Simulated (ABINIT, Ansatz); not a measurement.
# MoS2 (P-6m2): phonons by linear response

Wanted: phonon bands, density of states and zone-centre response of MoS2 (P-6m2).

Calculated with ABINIT 10.8.3; DFT LDA, scalar-relativistic, plane waves, PseudoDojo norm-conserving pseudopotentials.

### 1. The structure

The cell holds 3 atoms: 1 Mo and 2 S. Cell: a = 3.170 Å, b = 3.170 Å, c = 16.100 Å, α = 90.0°, β = 90.0°, γ = 120.0°. Vacuum lies along c.

As a file:

```
Mo S
1.0
     3.17000    0.00000    0.00000
    -1.58500    2.74530    0.00000
     0.00000    0.00000   16.10000
Mo S
1 2
Direct
  0.33333 0.66667 0.50000
  0.66667 0.33333 0.59627
  0.66667 0.33333 0.40373
```

### 2. A probe with smearing

A first run with smearing and empty bands tells whether the crystal has a gap, which decides between fixed occupations and smearing later on.

Contents of probe.abi:

```
# ground state
tolvrs 1.0d-08
prtden 1
prtwf 1

# basis, mesh and filling
ecut 36.0
ngkpt 6 6 1
nshiftk 1
shiftk 0.0 0.0 0.0
istwfk *1
occopt 7
tsmear 0.005
nband 20
nstep 100
diemac 9.0
prtebands 0
prtgsr 0
useylm 1

# cell and atoms
acell 5.990431237 5.990431237 30.42459061
rprim 
    1.0 0.0 0.0
    -0.5 0.8660254038 0.0
    0.0 0.0 1.0
ntypat 2
znucl 42 16
natom 3
typat 1 2 2
xred 
    1/3 2/3 0.5
    2/3 1/3 0.5962730000
    2/3 1/3 0.4037270000
pp_dirpath "./pseudo"
pseudos "Mo.upf, S.upf"
```

The run is started by

```console
$ OMP_NUM_THREADS=1 mpirun -n 7 abinit probe.abi > probe.log
```

Numbers of over 12 decimals in the logs are rounded to 6 here.

probe.abo, the main output file:

```text
[banners, grids, parts of the stress and lines that vanish by symmetry left out]
- input  file    -> probe.abi
- output file    -> probe.abo
- root for input  files -> probei
[...]
Symmetries : space group P-6 m 2 (#187); Bravais hP (primitive hexag.)
[...]
mpw =        9786          nfft =      233280          nkpt =           7
[...]
== DATASET  1 ==================================================================
[...]
cutoff_energies: {ecut:  36.0, pawecutdg:  -1.0, }
[...]
ETOT  1  -92.301547548490    -9.230E+01 8.319E-02 1.905E+03
 ETOT  2  -90.891227247441     1.410E+00 8.512E-03 3.351E+04
 ETOT  3  -92.585953123096    -1.695E+00 6.436E-03 9.912E+01
 ETOT  4  -92.589961837888    -4.009E-03 8.606E-04 6.643E+01
 ETOT  5  -92.590039815719    -7.798E-05 3.842E-04 2.789E+01
[...]
ETOT 15  -92.590562440420    -7.930E-12 6.264E-06 3.420E-08
 ETOT 16  -92.590562440421    -5.969E-13 2.708E-06 2.744E-09
 At SCF step   16       vres2   =  2.74E-09 < tolvrs=  1.00E-08 =>converged.
[...]
sigma(1 1)=  7.00629512E-05  sigma(3 2)=  0.00000000E+00
  sigma(2 2)=  7.00629511E-05  sigma(3 1)=  0.00000000E+00
  sigma(3 3)=  3.43939566E-05  sigma(2 1)=  0.00000000E+00
[...]
convergence: {deltae: -5.969E-13, res2:  2.744E-09, residm:  2.708E-06, diffor: null, }
etotal    :  -9.25905624E+01
[...]
sigma(1 1)=  7.00629512E-05  sigma(3 2)=  0.00000000E+00
  sigma(2 2)=  7.00629511E-05  sigma(3 1)=  0.00000000E+00
  sigma(3 3)=  3.43939566E-05  sigma(2 1)=  0.00000000E+00
[...]
- sigma(1 1)=  2.06132319E+00  sigma(3 2)=  0.00000000E+00
- sigma(2 2)=  2.06132319E+00  sigma(3 1)=  0.00000000E+00
- sigma(3 3)=  1.01190514E+00  sigma(2 1)=  0.00000000E+00
[...]
fcart     -4.7945711937E-28 -2.7681469693E-28 -0.0000000000E+00
           strten      7.0062951172E-05  7.0062951135E-05  3.4393956551E-05
================================================================================

[key lines of the parts left out:]
pressure_GPa:  -1.7115E+00
```

Elapsed: 18 s, on 7 MPI ranks of Arm Neoverse V1, shared host; 2.1 min of CPU time.

Numbers from this step:

- gap on the k-mesh: 1.655 eV
- area per atom: 2.901 Å²

A gap of 1.7 eV opens on this mesh, so the crystal is taken as an insulator.

### 3. Rough relaxation

The typed start is rough, so a first relaxation with smearing and loose thresholds takes it towards rest cheaply.

Contents of prerelax.abi:

```
# relaxation
ionmov 2
optcell 9
dilatmx 1.15
chkdilatmx 0
ntime 40
tolmxf 3.0d-04
tolvrs 1.0d-10
prtwf 0
prtden 0
chksymtnons 0

# basis, mesh and filling
ecut 36.0
ecutsm 3.0
ngkpt 6 6 1
nshiftk 1
shiftk 0.0 0.0 0.0
istwfk *1
occopt 7
tsmear 0.005
nband 20
nstep 100
diemac 9.0
prtebands 0
prtgsr 0
useylm 1

# cell and atoms
acell 5.990431237 5.990431237 30.42459061
rprim 
    1.0 0.0 0.0
    -0.5 0.8660254038 0.0
    0.0 0.0 1.0
ntypat 2
znucl 42 16
natom 3
typat 1 2 2
xred 
    1/3 2/3 0.5
    2/3 1/3 0.5962730000
    2/3 1/3 0.4037270000
pp_dirpath "./pseudo"
pseudos "Mo.upf, S.upf"
```

The run is started by

```console
$ OMP_NUM_THREADS=1 mpirun -n 7 abinit prerelax.abi > prerelax.log
```

prerelax.abo, the main output file:

```text
[banners, grids, parts of the stress and lines that vanish by symmetry left out]
- input  file    -> prerelax.abi
- output file    -> prerelax.abo
- root for input  files -> prerelaxi
[...]
Symmetries : space group P-6 m 2 (#187); Bravais hP (primitive hexag.)
[...]
mpw =       14891          nfft =      307200          nkpt =           7
[...]
== DATASET  1 ==================================================================
[...]
cutoff_energies: {ecut:  36.0, pawecutdg:  -1.0, }
[...]
ETOT  1  -92.295341257790    -9.230E+01 1.037E-01 2.823E+03
 ETOT  2  -90.805174636933     1.490E+00 7.546E-03 4.702E+04
 ETOT  3  -92.585702920077    -1.781E+00 6.710E-03 1.748E+02
 ETOT  4  -92.589545360347    -3.842E-03 2.401E-03 1.103E+02
 ETOT  5  -92.589698852059    -1.535E-04 9.847E-04 3.786E+01
[...]
At SCF step   19       vres2   =  3.16E-11 < tolvrs=  1.00E-10 =>converged.
[...]
ETOT 18  -92.591363367138    -6.352E-12 7.084E-07 1.706E-11
 At SCF step   18       vres2   =  1.71E-11 < tolvrs=  1.00E-10 =>converged.
[...]
sigma(1 1)= -2.54685438E-07  sigma(3 2)=  0.00000000E+00
  sigma(2 2)= -2.54685475E-07  sigma(3 1)=  0.00000000E+00
  sigma(3 3)= -3.85090396E-07  sigma(2 1)=  0.00000000E+00
[...]
convergence: {deltae: -6.352E-12, res2:  1.706E-11, residm:  7.084E-07, diffor: null, }
etotal    :  -9.25913634E+01
[...]
At Broyd/MD step   5, gradients are converged :
[...]
sigma(1 1)= -2.54685438E-07  sigma(3 2)=  0.00000000E+00
  sigma(2 2)= -2.54685475E-07  sigma(3 1)=  0.00000000E+00
  sigma(3 3)= -3.85090396E-07  sigma(2 1)=  0.00000000E+00
[...]
- sigma(1 1)= -7.49310429E-03  sigma(3 2)=  0.00000000E+00
- sigma(2 2)= -7.49310537E-03  sigma(3 1)=  0.00000000E+00
- sigma(3 3)= -1.13297506E-02  sigma(2 1)=  0.00000000E+00
[...]
fcart     -3.6531029450E-28 -2.1091199686E-28 -0.0000000000E+00
           strten     -2.5468543810E-07 -2.5468547501E-07 -3.8509039602E-07
================================================================================

[key lines of the parts left out:]
pressure_GPa:   8.7720E-03
Total energy (etotal) [Ha]= -9.25913633671383E+01
```

Elapsed: 1.7 min, on 7 MPI ranks.

Step by step:

| step | energy less that of the first step (eV) | largest force (eV/Å) | volume (Å³) |
| --- | --- | --- | --- |
| 1 | 0.0000 | 0.2669 | 140.11 |
| 2 | -0.0077 | 0.1726 | 139.54 |
| 3 | -0.0226 | 0.2112 | 137.04 |
| 4 | -0.0236 | 0.1841 | 136.91 |
| 5 | -0.0269 | 0.0031 | 135.76 |

| cell as run | before | after | change |
| --- | --- | --- | --- |
| a (Å) | 3.170 | 3.120 | -1.6 % |
| b (Å) | 3.170 | 3.120 | -1.6 % |

The relaxed structure:

```xyz
3
Lattice="3.1204 0.0000 0.0000 -1.5602 2.7023 0.0000 0.0000 0.0000 16.1000" Properties=species:S:1:pos:R:3
Mo    0.0000    1.8016    8.0500
S     1.5602    0.9008    9.6032
S     1.5602    0.9008    6.4968
```

This step gave:

```yaml
gap_on_the_k_mesh: 1.862 eV
area_per_atom: 2.811 Å²
```

The volume changes by -3.1 % in this run and stands -3.1 % from the first cell.

### 4. Relaxing the cell and atoms

The in-plane cell and the atoms are brought to rest; the spacing across the vacuum is kept.

Contents of relax.abi:

```
# relaxation
ionmov 2
optcell 9
dilatmx 1.08
ntime 40
tolmxf 1.0d-05
tolvrs 1.0d-14
prtwf 0
prtden 0
chksymtnons 0

# basis, mesh and filling
ecut 44.0
ecutsm 3.0
ngkpt 9 9 1
nshiftk 1
shiftk 0.0 0.0 0.0
istwfk *1
occopt 1
nband 13
nstep 100
diemac 9.0
prtebands 0
prtgsr 0
useylm 1

# cell and atoms
acell 5.896675268 5.896675268 30.42459061
rprim 
    1.0 0.0 0.0
    -0.5 0.8660254038 0.0
    0.0 0.0 1.0
ntypat 2
znucl 42 16
natom 3
typat 1 2 2
xred 
    1/3 2/3 0.5
    2/3 1/3 0.5964722168
    2/3 1/3 0.4035277832
pp_dirpath "./pseudo"
pseudos "Mo.upf, S.upf"
```

The run is started by

```console
$ OMP_NUM_THREADS=1 mpirun -n 8 abinit relax.abi > relax.log
```

relax.abo, the main output file:

```text
[banners, grids, parts of the stress and lines that vanish by symmetry left out]
- input  file    -> relax.abi
- output file    -> relax.abo
- root for input  files -> relaxi
[...]
Symmetries : space group P-6 m 2 (#187); Bravais hP (primitive hexag.)
[...]
mpw =       16167          nfft =      320000          nkpt =          12
[...]
== DATASET  1 ==================================================================
[...]
-    --> not optimal distribution: autoparal keyword recommended in input file <--
[...]
cutoff_energies: {ecut:  44.0, pawecutdg:  -1.0, }
[...]
ETOT  1  -91.978710802682    -9.198E+01 1.570E-01 7.986E+03
 ETOT  2  -89.289407050828     2.689E+00 2.329E-02 9.579E+04
 ETOT  3  -92.507977249711    -3.219E+00 4.036E-02 2.796E+03
 ETOT  4  -92.577260708988    -6.928E-02 2.514E-03 7.398E+02
 ETOT  5  -92.591182552261    -1.392E-02 8.660E-04 1.211E+01
[...]
At SCF step   27       vres2   =  1.51E-15 < tolvrs=  1.00E-14 =>converged.
[...]
sigma(1 1)= -2.98610751E-07  sigma(3 2)=  0.00000000E+00
  sigma(2 2)= -2.98610788E-07  sigma(3 1)=  0.00000000E+00
  sigma(3 3)=  5.00731142E-08  sigma(2 1)=  0.00000000E+00
[...]
convergence: {deltae: -4.505E-12, res2:  1.512E-15, residm:  8.560E-15, diffor: null, }
etotal    :  -9.25917424E+01
[...]
ETOT  1  -92.591741689304    -9.259E+01 2.025E-10 7.568E-02
[...]
At SCF step   18       vres2   =  2.80E-15 < tolvrs=  1.00E-14 =>converged.
[...]
sigma(1 1)= -2.59382410E-07  sigma(3 2)=  0.00000000E+00
  sigma(2 2)= -2.59382447E-07  sigma(3 1)=  0.00000000E+00
  sigma(3 3)=  6.45094495E-08  sigma(2 1)=  0.00000000E+00
[...]
convergence: {deltae: -2.363E-11, res2:  2.797E-15, residm:  3.600E-20, diffor: null, }
etotal    :  -9.25917425E+01
[...]
ETOT  1  -92.591700585361    -9.259E+01 1.495E-08 4.161E+00
[...]
At SCF step   20       vres2   =  1.79E-15 < tolvrs=  1.00E-14 =>converged.
[...]
sigma(1 1)=  2.01176972E-08  sigma(3 2)=  0.00000000E+00
  sigma(2 2)=  2.01176603E-08  sigma(3 1)=  0.00000000E+00
  sigma(3 3)=  1.36417917E-07  sigma(2 1)=  0.00000000E+00
[...]
convergence: {deltae: -5.940E-12, res2:  1.791E-15, residm:  2.450E-19, diffor: null, }
etotal    :  -9.25917425E+01
[...]
ETOT  1  -92.591742382927    -9.259E+01 2.440E-11 9.170E-03
[...]
At SCF step   17       vres2   =  5.52E-16 < tolvrs=  1.00E-14 =>converged.
[...]
sigma(1 1)=  2.40781875E-08  sigma(3 2)=  0.00000000E+00
  sigma(2 2)=  2.40781506E-08  sigma(3 1)=  0.00000000E+00
  sigma(3 3)=  1.11154081E-07  sigma(2 1)=  0.00000000E+00
[...]
convergence: {deltae: -7.134E-12, res2:  5.516E-16, residm:  5.241E-20, diffor: null, }
etotal    :  -9.25917425E+01
[...]
ETOT  1  -92.591742338138    -9.259E+01 4.428E-11 1.511E-02
[...]
ETOT 15  -92.591742473187    -2.657E-12 1.252E-18 2.645E-14
 ETOT 16  -92.591742473202    -1.475E-11 4.216E-19 5.554E-15
 At SCF step   16       vres2   =  5.55E-15 < tolvrs=  1.00E-14 =>converged.
[...]
sigma(1 1)=  5.27648198E-09  sigma(3 2)=  0.00000000E+00
  sigma(2 2)=  5.27644507E-09  sigma(3 1)=  0.00000000E+00
  sigma(3 3)=  4.20575737E-09  sigma(2 1)=  0.00000000E+00
[...]
convergence: {deltae: -1.475E-11, res2:  5.554E-15, residm:  4.216E-19, diffor: null, }
etotal    :  -9.25917425E+01
[...]
At Broyd/MD step   5, gradients are converged :
[...]
sigma(1 1)=  5.27648198E-09  sigma(3 2)=  0.00000000E+00
  sigma(2 2)=  5.27644507E-09  sigma(3 1)=  0.00000000E+00
  sigma(3 3)=  4.20575737E-09  sigma(2 1)=  0.00000000E+00
[...]
- sigma(1 1)=  1.55239459E-04  sigma(3 2)=  0.00000000E+00
- sigma(2 2)=  1.55238373E-04  sigma(3 1)=  0.00000000E+00
- sigma(3 3)=  1.23737654E-04  sigma(2 1)=  0.00000000E+00
[...]
fcart      1.2175984684E-28  7.0298080347E-29 -0.0000000000E+00
           strten      5.2764819757E-09  5.2764450667E-09  4.2057573654E-09
================================================================================

[key lines of the parts left out:]
pressure_GPa:  -1.4474E-04
Total energy (etotal) [Ha]= -9.25917424732015E+01
```

The job ended after 2.4 min (8 MPI ranks; 19 min of CPU time).

Little changed from the start: no atom moved by 0.005 Å and no cell edge by 0.1 %.

The volume changes by +0.0 % in this run and stands -3.1 % from the first cell.

### 5. Ground state

First-order wavefunctions inherit every error of the ground state, hence the very tight tolvrs.

Contents of gs.abi:

```
# ground state
tolvrs 1.0d-16
prtden 1
prtwf 1

# basis, mesh and filling
ecut 36.0
ngkpt 9 9 1
nshiftk 1
shiftk 0.0 0.0 0.0
istwfk *1
occopt 1
nband 13
nstep 100
diemac 9.0
prtebands 0
prtgsr 0
useylm 1

# cell and atoms
acell 5.897171726 5.897171726 30.42459061
rprim 
    1.0 0.0 0.0
    -0.5 0.8660254038 0.0
    0.0 0.0 1.0
ntypat 2
znucl 42 16
natom 3
typat 1 2 2
xred 
    1/3 2/3 0.5
    2/3 1/3 0.5964652847
    2/3 1/3 0.4035347153
pp_dirpath "./pseudo"
pseudos "Mo.upf, S.upf"
```

The run is started by

```console
$ OMP_NUM_THREADS=1 mpirun -n 8 abinit gs.abi > gs.log
```

gs.abo, the main output file:

```text
[banners, grids, parts of the stress and lines that vanish by symmetry left out]
- input  file    -> gs.abi
- output file    -> gs.abo
- root for input  files -> gsi
[...]
Symmetries : space group P-6 m 2 (#187); Bravais hP (primitive hexag.)
[...]
mpw =        9498          nfft =      184320          nkpt =          12
[...]
== DATASET  1 ==================================================================
[...]
-    --> not optimal distribution: autoparal keyword recommended in input file <--
[...]
cutoff_energies: {ecut:  36.0, pawecutdg:  -1.0, }
[...]
ETOT  1  -91.984925397046    -9.198E+01 1.418E-01 4.764E+03
 ETOT  2  -89.513930032888     2.471E+00 2.751E-02 5.199E+04
 ETOT  3  -92.523614468909    -3.010E+00 4.372E-02 1.394E+03
 ETOT  4  -92.576646015400    -5.303E-02 4.406E-03 4.833E+02
 ETOT  5  -92.590278340742    -1.363E-02 7.054E-04 4.056E+01
[...]
ETOT 28  -92.591599575518    -2.383E-11 3.694E-16 2.083E-16
 ETOT 29  -92.591599575524    -6.651E-12 1.773E-16 1.758E-17
 At SCF step   29       vres2   =  1.76E-17 < tolvrs=  1.00E-16 =>converged.
[...]
sigma(1 1)=  2.31686622E-06  sigma(3 2)=  0.00000000E+00
  sigma(2 2)=  2.31686618E-06  sigma(3 1)=  0.00000000E+00
  sigma(3 3)=  2.33246475E-06  sigma(2 1)=  0.00000000E+00
[...]
convergence: {deltae: -6.651E-12, res2:  1.758E-17, residm:  1.773E-16, diffor: null, }
etotal    :  -9.25915996E+01
[...]
sigma(1 1)=  2.31686622E-06  sigma(3 2)=  0.00000000E+00
  sigma(2 2)=  2.31686618E-06  sigma(3 1)=  0.00000000E+00
  sigma(3 3)=  2.33246475E-06  sigma(2 1)=  0.00000000E+00
[...]
- sigma(1 1)=  6.81645575E-02  sigma(3 2)=  0.00000000E+00
- sigma(2 2)=  6.81645564E-02  sigma(3 1)=  0.00000000E+00
- sigma(3 3)=  6.86234822E-02  sigma(2 1)=  0.00000000E+00
[...]
fcart      4.8703938738E-28  2.8119232140E-28 -0.0000000000E+00
           strten      2.3168662172E-06  2.3168661802E-06  2.3324647517E-06
================================================================================

[key lines of the parts left out:]
pressure_GPa:  -6.8318E-02
```

Wall time 25 s (8 MPI ranks); 3.4 min of CPU time.

### 6. Empty bands

Empty bands on the ground state's density check that the gap assumed so far is there in this cell.

Contents of gap.abi:

```
# empty bands on the ground state's density
iscf -2
getden_filepath "gso_DEN"
tolwfr 1.0d-12
nbdbuf 2
prtwf 0

# basis, mesh and filling
ecut 36.0
ngkpt 9 9 1
nshiftk 1
shiftk 0.0 0.0 0.0
istwfk *1
occopt 1
nband 17
nstep 100
diemac 9.0
prtebands 0
prtgsr 0
useylm 1

# cell and atoms
acell 5.897171726 5.897171726 30.42459061
rprim 
    1.0 0.0 0.0
    -0.5 0.8660254038 0.0
    0.0 0.0 1.0
ntypat 2
znucl 42 16
natom 3
typat 1 2 2
xred 
    1/3 2/3 0.5
    2/3 1/3 0.5964652847
    2/3 1/3 0.4035347153
pp_dirpath "./pseudo"
pseudos "Mo.upf, S.upf"
```

The run is started by

```console
$ OMP_NUM_THREADS=1 mpirun -n 8 abinit gap.abi > gap.log
```

gap.abo, the main output file:

```text
[banners, grids, parts of the stress and lines that vanish by symmetry left out]
- input  file    -> gap.abi
- output file    -> gap.abo
- root for input  files -> gapi
[...]
Symmetries : space group P-6 m 2 (#187); Bravais hP (primitive hexag.)
[...]
mpw =        9498          nfft =      184320          nkpt =          12
[...]
== DATASET  1 ==================================================================
[...]
-    --> not optimal distribution: autoparal keyword recommended in input file <--
[...]
cutoff_energies: {ecut:  36.0, pawecutdg:  -1.0, }
[...]
-outvars: echo values of variables after computation
            acell      5.8971717260E+00  5.8971717260E+00  3.0424590610E+01 Bohr
================================================================================
```

The job ended after 12 s (8 MPI ranks).

In this cell the gap on the mesh is 1.9 eV, direct, so fixed occupations hold.

(Part 1 of 4 ends here.)

[Host names and launcher messages were left out of these logs when they were recorded.]

[Logs are printed without paths, hosts, clocks, repeated set-up lines and the standing remarks that a program may print on its own settings, such as how far it seeks lower states.]

[Hosts, paths, dates, database ids (printed as entryN), source tags and the programs' standing remarks are cut or masked in the printed files.]
